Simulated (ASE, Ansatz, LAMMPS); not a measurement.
# (10,0) carbon nanotube (120 atoms): support functions against a reference, part 2 of 2

Wanted: errors and times of a linear-scaling basis for (10,0) carbon nanotube (120 atoms). A setting counts as converged where the r.m.s. difference of forces stays under 1 % of the r.m.s. force.

Ansatz 0.2.0; Kohn-Sham DFT, LDA, PAW (set soft_2), plane waves.

The cell: 120 C. Beside vacuum, support functions can miss their usual error bounds without a warning. Sampling is at Γ alone, for a cell whose periodic width is 13 Å.

So far. Step 2 (Plane-wave single point): Intrinsic-atomic-orbital charges run from -0.01 to +0.01 e. The largest share in the top eV of filled states is C p (100 % of the projected weight), and in the lowest eV of empty states C p (98 % of the projected weight).

## Step 3: Local order (continued)

Local excerpt of 10 atoms (numbers count through the whole input) about C112, which bears the longest force; x, y, z are measured from there.

| atom | x | y | z | distance (Å) | bonds | intrinsic-atomic-orbital charge (e) | Fx | Fy | Fz (eV/Å) |
| --- | --- | --- | --- | --- | --- | --- | --- | --- | --- |
| C112 | 0.00 | 0.00 | 0.00 | 0.00 | 3 | 0.00 | 2.70 | 2.45 | -2.31 |
| C111 | -1.05 | -0.50 | 0.68 | 1.34 | 3 | 0.00 | -2.42 | -1.14 | 2.38 |
| C115 | 0.87 | 0.95 | 0.68 | 1.45 | 3 | 0.00 | -0.83 | -2.75 | 0.51 |
| C77 | 0.02 | 0.04 | -1.47 | 1.47 | 3 | 0.00 | 1.12 | 0.44 | 1.83 |
| C108 | -2.27 | -0.69 | -0.01 | 2.38 | 3 | 0.00 | -1.06 | 0.10 | 0.83 |
| C114 | -1.08 | -0.51 | 2.13 | 2.44 | 3 | 0.00 | 0.74 | 0.36 | -0.77 |
| C116 | 1.46 | 1.96 | -0.02 | 2.45 | 3 | 0.00 | 0.43 | 2.78 | 0.02 |
| C74 | -1.04 | -0.50 | -2.16 | 2.45 | 3 | 0.00 | -2.87 | -0.82 | -0.17 |
| C118 | 0.89 | 0.92 | 2.09 | 2.45 | 3 | 0.00 | 1.22 | 1.93 | 0.28 |
| C78 | 0.91 | 0.92 | -2.14 | 2.50 | 3 | 0.00 | -0.81 | -1.12 | -0.55 |

The column of bonds counts only the pairs C-C within 1.85 Å; other neighbours, such as metal atoms beside each other in a compound, aren't counted, and periodic images can show an atom twice.

## Step 4: Support functions medium

With localised support functions most steps grow linearly with size, though the diagonalisation grows faster unless the density matrix is cut; this run measures error and cost at this size.

This step: Kohn-Sham DFT, LDA, PAW (set soft_2), localised support functions (medium) (Ansatz 0.2.0).

input.yaml

```yaml
crystal:
  lattice:
    - [19.83042, 0.0, 0.0]
    - [0.0, 19.83042, 0.0]
    - [0.0, 0.0, 12.78253]
  atoms:
    [... the 120 atom lines of step 2 ...]
kpoints:
  mp_grid: { grid: [1, 1, 1] }
hamiltonian:
  xc: lda
scf:
  occupations: { method: gaussian, width: 0.025 }
  eigensolver: { kind: { support_functions: { accuracy: medium } } }
  mixing: { beta: 0.4 }
  max_iter: 150
output:
  forces: true
  eigenvalues: true
```

Started as:

```bash
$ ansatz run input.yaml --threads 8 --pin off --max-ram 15872MiB --backend cpu --events-out ev --progress --plain --runs-dir out
```

Log:

```text
Warning: scf.eigensolver.kind.support_functions: disabling space-group detection — the functions' gradient is summed over unrotated k-points, so no spatial operation reduces the k-mesh or symmetrises the density; time reversal is kept, so that k and −k are solved as one point where they differ and the mesh holds both, and exact exchange and, on two spinor components, a DFT+U term hold to it where the run has them: [...]
settings of this run that can trade accuracy for cost: scf.eigensolver.kind.support_functions [...]
[...]
Crystal: 120 atoms, lattice volume = 5026.673 Å³
Basis set: ecut = 420 eV, 98251 PW (Γ)
Bands: 288, of which v1, the nominal top of the filled ones, is band 240 counted from 1 (239 counted from 0)
Symmetry: 1 space group operations
k-points: 1
[...]
SCF iter   1: F=—  HF=-29162.526480 eV  |F-HF|=—  |Δ(HF+E_count)|=         —  Δρ=4.76e-2  dr2=1.12e2  ethr=1.00e-1
[...]
SCF iter  13: F=-29135.361634 eV  HF=-29135.361634 eV  |F-HF|=1.31e-7  |Δ(HF+E_count)|=   4.80e-6  Δρ=1.68e-6  dr2=3.09e-7  ethr=5.85e-10
SCF 1 converged in 13 iterations: F = -29135.365773 eV  dr2 = 3.09e-7
[...]
SCF converged after 13 iterations
Stability not checked: this state was not tested for a lower state beside it, because the mixer in use, unlike msr1, does not test its closes by its own steps (another_mixer; see scf.mixing.algorithm and scf.lower_state_search)
Free energy (F): -29135.365773 eV
[...]
Internal energy: -29135.365773 eV  (E = F + TS)
E sigma→0 (E₀):  -29135.365773 eV
Fermi energy:    -2.177887 eV
[...]
--- Forces (eV/Å), atoms counted from 1 ---
  atom   1  C      0.41864181    -0.87134819    -0.76957640
  atom   2  C     -0.48513639     0.16541820     1.16582518
  atom   3  C      0.53677373    -0.66240579    -0.25556187
  atom   4  C     -1.75036273     1.49320307     1.22063101
  atom   5  C     -0.25541170    -0.80985971     0.98748990
  atom   6  C      0.22716492     0.27811324    -2.29514751
  atom   7  C      1.06125850    -0.19666672    -1.44563545
  atom   8  C      2.92394169    -0.25056670     1.19550227
  atom   9  C     -0.03797435    -0.03131838    -0.19124948
  atom  10  C     -1.89585189     0.30086043    -1.02103741
  atom  11  C     -2.88473021    -0.46627936    -0.68824051
  atom  12  C      0.57186754     0.12818616     0.52340953
  atom  13  C      3.00149773     0.47326558     0.51713838
  atom  14  C     -0.36644011    -0.19304321    -0.55265890
[...]
atom 119  C     -1.42554463    -2.81371015     0.64823958
  atom 120  C      0.59508404    -0.26227783    -0.11902997
  max |Σ_I F_I| component: 1.06e-2 eV/Å
--- Band table (eV) ---
[...]
```

Wall time 74 s (8 threads of Arm Neoverse V2, shared host); peak memory 5.4 GiB; 9.6 min of CPU time.

The program notes that the band table was not solved further than the SCF left it and it switched symmetry off.

Keys that differ from the reference: support_functions.accuracy = "medium", scf.max_iter = 150 and scf.mixing.beta = 0.4.

Forces differ from the reference by 1.2 meV/Å r.m.s., 0.11 % of their size, well within a tolerance of 1 %; the energy by -4.8 meV/atom. It took 74 s and 13 cycles; the reference's time can't be set against it, since the two runs asked for unlike analyses.

## Step 5: The ladder side by side

Each row is set against the plane-wave reference (Kohn-Sham DFT, LDA, PAW (set soft_2), plane waves; r.m.s. force component 1.17 eV/Å). Energies are set beside the reference only for runs with its functional, potentials and electron count. Times are for 8 threads of Arm Neoverse V2, shared host. The reference's time includes the DOS and grids, which some other runs skip.

| run | Δ force, r.m.s. (meV/Å) | share of r.m.s. force (%) | Δ energy (meV/atom) | Δ gap (eV) | cycles | time | host memory (GiB) |
| --- | --- | --- | --- | --- | --- | --- | --- |
| reference | - | - | - | - | 12 | 43 s | 4.5 |
| support functions medium | 1.24 | 0.106 | -4.75 | -2.0e-4 | 13 | 74 s | 5.4 |

## Step 6: What came out

```yaml
free_energy_per_atom: -242.7900 eV/atom
r_m_s_force_component: 1.175 eV/Å
spacing_of_highest_filled_and_lowest_empty_level: 0.8812 eV
wall_time_of_the_2_dft_runs: 1.9 min
```

In words: Against plane waves at 420 eV, the forces differ by 1.2 meV/Å (0.11 %) with support functions medium. At 120 atoms the run with support functions medium takes roughly 1.7 times the time of plane waves (whose run also made extra analyses, so the like-for-like ratio is larger), in 13 SCF cycles against 12. Differences between support functions and plane waves include what basis error the plane-wave run still has.

The highest filled and lowest empty levels differ by 0.881 eV at Γ alone; the mesh holds the band edges only if they fold onto it, so the gap at this level can be narrower or closed, while local or semilocal functionals tend to narrow gaps against experiment. With the cutoffs above, all C atoms have 3 bonded neighbours.

What to keep in mind: The geometry was built by rule, was displaced at random and isn't relaxed at this level: its force components are 1.2 eV/Å r.m.s.

[Logs are printed without paths, hosts, clocks, repeated set-up lines and the standing remarks that a program may print on its own settings, such as how far it seeks lower states.]

[Hosts, paths, dates, database ids (printed as entryN), source tags and the programs' standing remarks are cut or masked in the printed files.]
